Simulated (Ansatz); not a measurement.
# AgSbSe3 (model cell, started as cubic perovskite with Sb in the octahedra): a soft mode frozen in, part 3 of 3

Wanted: the energy along a soft mode of AgSbSe3 (model cell, started as cubic perovskite with Sb in the octahedra) and the structure at the end.

Ansatz 0.2.0; DFT PBEsol, scalar-relativistic, plane waves, PAW; PAW set soft_1.

So far. Step 5 (Energy along the mode, all amplitudes (two of the runs …): The lowest of the steps tried is the last one, at 0.6 Å, 91.6 meV/atom below the parent; the bottom of the well need not coincide with a step. Step 7 (The new phase in its own primitive cell): The largest force component left is 0.69 meV/Å and the pressure is -0.003 GPa, within the tolerances set. The cell now holds 30.66 Å³/atom. The relaxed cell has a, b, c = 10.626, 10.885, 5.301 Å (conventional setting).

The structure was built from a prototype and need not be the compound's stable phase.

### Step 8. Modes of the new phase, k-mesh 6×6×8

A relaxed structure may still be a saddle point, so its zone-centre modes are computed. No field response is asked, since the mesh shows no gap.

Input file input.yaml:

```yaml
crystal:
  lattice:
    - [5.3128352419, -5.4427000146, 0.0]
    - [5.3128352419, 5.4427000146, 0.0]
    - [0.0, 0.0, 5.3006817317]
  atoms:
    - { symbol: Ag, position: [0.3698342067, 0.3698342067, 0.0] }
    - { symbol: Ag, position: [0.6301657933, 0.6301657933, 0.0] }
    - { symbol: Sb, position: [0.2395996781, 0.7604003219, 0.5] }
    - { symbol: Sb, position: [0.7604003219, 0.2395996781, 0.5] }
    - { symbol: Se, position: [0.5, 0.0, 0.5] }
    - { symbol: Se, position: [0.0, 0.5, 0.5] }
    - { symbol: Se, position: [0.0, 0.0, 0.5] }
    - { symbol: Se, position: [0.5, 0.5, 0.5] }
    - { symbol: Se, position: [0.2974038287, 0.7025961713, 0.0] }
    - { symbol: Se, position: [0.7025961713, 0.2974038287, 0.0] }
kpoints:
  mp_grid: { grid: [6, 6, 8] }
hamiltonian:
  xc: pbesol
  pseudopotentials: { kind: paw, azcp: { folder: soft_1 }, xc_functional: pbe }
scf:
  occupations: { method: methfessel_paxton, width: 0.2 }
output:
  eigenvalues: true
phonons:
  method: dfpt
```

Started as:

```
> ansatz run input.yaml --threads 4 --pin off --max-ram 16384MiB --backend cpu --events-out ev --progress --plain --runs-dir out
```

Numbers of over 12 decimals in the logs are rounded to 6 here.

The log of the run:

```text
zone centre: on kpoints.mp_grid the ground state, and the responses unless they are solved on pairs of k-points, stand on 100 of the mesh's 288 k-points, reduced under 2 symmetry operations, with k and −k counted as one. Each operation leaves every solved displacement unchanged or reverses it
[...]
Crystal: 10 atoms, lattice volume = 306.551 Å³
Basis set: ecut = 420 eV, 6003 PW (Γ), exchange–correlation on 108×108×72 points (8 copies of the dense FFT grid, shifted against one another)
Bands: 99, of which v1, the nominal top of the filled ones, is band 82 counted from 1 (81 counted from 0)
Symmetry: 8 space group operations
k-points: 100 of 288 (irreducible under 2 space group operations, time reversal used)
[...]
SCF iter   1: F=—  HF=-60404.356235 eV  |F-HF|=—  |Δ(HF+E_count)|=         —  Δρ=3.49e-2  dr2=8.04e0  ethr=3.10e-3  ⟨swp⟩=6.6  Hψ=36928  notcnv=0  defer=27
[...]
SCF iter  15: F=-60402.553932 eV  HF=-60402.553932 eV  |F-HF|=5.09e-11  |Δ(HF+E_count)|=  7.28e-12  S|Δr|=    0.00e0  Δρ=1.28e-8  dr2=1.02e-12  ethr=1.00e-12  ⟨swp⟩=5.0  Hψ=38668  notcnv=0
SCF 1 converged in 15 iterations: F = -60402.553932 eV  dr2 = 1.02e-12
[...]
DFPT response loops at Γ: preconditioner auto → none (partly filled bands, converged f_vac=0.209); β = 0.50; Broyden in place of MSR1
SCF converged after 15 iterations
[...]
Free energy (F): -60402.553932 eV
[...]
Internal energy: -60402.551969 eV  (E = F + TS)
E sigma→0 (E₀):  -60402.553441 eV
Entropy (-TS):   -0.001963 eV (-0.196 meV/atom)
Fermi energy:    5.917150 eV
[...]
--- Band table (eV; the first three rows and the last of 100) ---
  k-point 0: bands = [... 78 lower, 5.2780, 5.5598, 5.5893, 5.6672, 6.3762, 6.4131, 7.2996, 7.4278, ... 13 higher]
  k-point 1: bands = [... 78 lower, 5.3179, 5.5129, 5.5367, 5.5502, 6.4060, 6.4288, 7.2691, 7.4237, ... 13 higher]
  k-point 2: bands = [... 78 lower, 5.3519, 5.5394, 5.5822, 5.9465, 6.3972, 6.5090, 7.1569, 7.4049, ... 13 higher]
  k-point 99: bands = [... 78 lower, 4.9248, 4.9440, 6.0863, 6.2012, 6.7410, 6.7879, 7.4837, 7.7937, ... 13 higher]
--- Phonons (Γ-DFPT): 18 representative perturbations + reference, on 100 of 288 k-points (Σ response iterations 65) ---
  k mesh reduced under 2 symmetry operations, with k and −k counted as one. Each operation leaves every solved displacement unchanged or reverses it
  ASR residual: 2.764e-4 → 0.000e0 eV/Å²; symmetrization residual: 4.657e-5 eV/Å²
  ASR residual per site (eV/Å²): 6.23e-5 6.23e-5 1.19e-4 1.19e-4 6.79e-5 6.79e-5 7.31e-5 2.76e-4 3.99e-5 3.99e-5
  Γ frequencies (cm⁻¹): -94.35 -81.61 -80.72 -80.24 -76.74 -72.14 -52.49 -44.93 -40.28 -35.41 -34.64 0.00 0.00 0.00 35.74 41.72 59.62 63.00 72.00 78.68 111.76 123.29 137.47 141.62 144.28 153.92 155.87 162.36 176.12 176.38
  non-analytic LO–TO correction: not included (Born effective charges unavailable; polar crystals: no LO–TO splitting at Γ)
```

The job ended after 44 min (4 threads of Arm Neoverse V1, shared host; peak memory 7.7 GiB; 2.9 h of CPU time).

Numbers from this step:

```yaml
sum_rule_residual_before_enforcement: 2.76e-4 eV/Å²
point_group: mmm
highest_optical_mode_at_the_zone_centre_no_lo_to_term: 176.4 cm⁻¹
lowest_optical_zone_centre_mode: -94.35 cm⁻¹
```

Patterns of degenerate modes are one choice out of their space. Modes at Γ, with each element's share of the kinetic energy (negative means imaginary):

| mode | frequency (cm⁻¹) | symmetry | Ag % | Sb % | Se % |
| --- | --- | --- | --- | --- | --- |
| 1 | -94.3 | B3u | 2 | 11 | 87 |
| 2 | -81.6 | B1u | 1 | 28 | 71 |
| 3 | -80.7 | B2u | 2 | 20 | 78 |
| 4 | -80.2 | B3u | 13 | 0 | 87 |
| 5 | -76.7 | Au | 0 | 0 | 100 |
| 6 | -72.1 | B3u | 1 | 8 | 91 |
| 7 | -52.5 | B1u | 12 | 3 | 85 |
| 8 | -44.9 | B2g | 100 | 0 | 0 |
| 9 | -40.3 | B1g | 30 | 0 | 70 |
| 10 | -35.4 | B1u | 64 | 7 | 29 |
| 11 | -34.6 | B3u | 21 | 39 | 40 |
| 12 | 0.0 | acoustic | 23 | 26 | 51 |
| 13 | 0.0 | acoustic | 23 | 26 | 51 |
| 14 | 0.0 | acoustic | 23 | 26 | 51 |
| 15 | 35.7 | B3g | 0 | 74 | 26 |
| 16 | 41.7 | B2u | 33 | 39 | 28 |
| 17 | 59.6 | B2u | 3 | 4 | 92 |
| 18 | 63.0 | B1u | 0 | 18 | 82 |
| 19 | 72.0 | B3u | 40 | 1 | 59 |
| 20 | 78.7 | Ag | 57 | 0 | 42 |
| 21 | 111.8 | B1g | 68 | 5 | 27 |
| 22 | 123.3 | B3u | 1 | 14 | 84 |
| 23 | 137.5 | B1g | 3 | 94 | 3 |
| 24 | 141.6 | Ag | 0 | 100 | 0 |
| 25 | 144.3 | B3g | 0 | 26 | 74 |
| 26 | 153.9 | B2u | 1 | 5 | 94 |
| 27 | 155.9 | B1u | 0 | 18 | 82 |
| 28 | 162.4 | B2u | 35 | 1 | 64 |
| 29 | 176.1 | Ag | 43 | 0 | 57 |
| 30 | 176.4 | B2u | 3 | 4 | 93 |

Displacements in mode 1 (-94.3 cm⁻¹), the largest set to 1:
```
Ag1 -0.10  0.00  0.00
Ag2 -0.10  0.00  0.00
Sb3 -0.23  0.00  0.00
Sb4 -0.23  0.00  0.00
Se5 -0.08  0.41  0.00
Se6 -0.08 -0.41  0.00
Se7  1.00  0.00  0.00
Se8  0.13  0.00  0.00
Se9  0.02  0.00  0.00
Se10 0.02  0.00  0.00
```

Displacements in mode 11 (-34.6 cm⁻¹), the largest set to 1:
```
Ag1 -0.77  0.00  0.00
Ag2 -0.77  0.00  0.00
Sb3  1.00  0.00  0.00
Sb4  1.00  0.00  0.00
Se5  0.27 -0.29  0.00
Se6  0.27  0.29  0.00
Se7  0.90  0.00  0.00
Se8 -0.64  0.00  0.00
Se9 -0.89  0.00  0.00
Se10-0.89  0.00  0.00
```

Before it was imposed, the acoustic sum rule was missed by 2.8e-4 eV/Å². Small misses are needed for a sound result but don't prove that mesh and cutoff are converged. The lowest optical mode is imaginary, 94.3i cm⁻¹, so the energy falls along it.

### Step 9. Summary of results

```yaml
unstable_mode_of_the_parent: q = (0, -0.5, -0.5), 106i cm⁻¹
depth_at_the_lowest_point_sampled: 91.6 meV/atom
largest_atomic_shift_at_that_point: 0.6 Å
space_group_reached_within_0p01_a: Cmmm
energy_gained_over_the_parent_first_relaxation_on_the_mesh_of_the_frozen_mode: 222 meV/atom
volume_per_atom_phase_reached: 30.7 Å³
lowest_optical_zone_centre_mode_phase_reached: -94.3 cm⁻¹
highest_optical_mode_at_the_zone_centre_no_lo_to_term_phase_reached: 176 cm⁻¹
```

Along this mode the structure falls into Cmmm, 222 meV/atom below the parent. At the parent's cell the well is 91.61 meV/atom deep on the steps tried, with its lowest point at a shift of 0.6 Å. That is the last step tried, so the steps alone don't bracket the bottom of the well. Relaxing atoms and cell changes the gain by +130.44 meV/atom against the lowest step (energies at zero smearing). The new phase still has an imaginary mode at the zone centre of its cell, so it is a saddle point on the way to a lower structure. Of the 3 patterns followed to their end from this parent, this one ends 305 meV/atom above the lowest, Pmma. Each path keeps the symmetry of its pattern, so a lower phase may lie along a pattern not tried. With no gap, or one that is small against the smearing, the frequencies hang on the k mesh and the smearing, most of all near Kohn anomalies. Spin-orbit coupling is left out, which can matter for the heavy elements here. The PAW files were made for PBE and serve the other functionals too. A phonon run warned that its eigensolver left some bands unconverged in a pass. The starting cell was built on a prototype and not taken from a measurement, so the phase need not exist.

[Logs are printed without paths, hosts, clocks, repeated set-up lines and the standing remarks that a program may print on its own settings, such as how far it seeks lower states.]

[Hosts, paths, dates, database ids (printed as entryN), source tags and the programs' standing remarks are cut or masked in the printed files.]
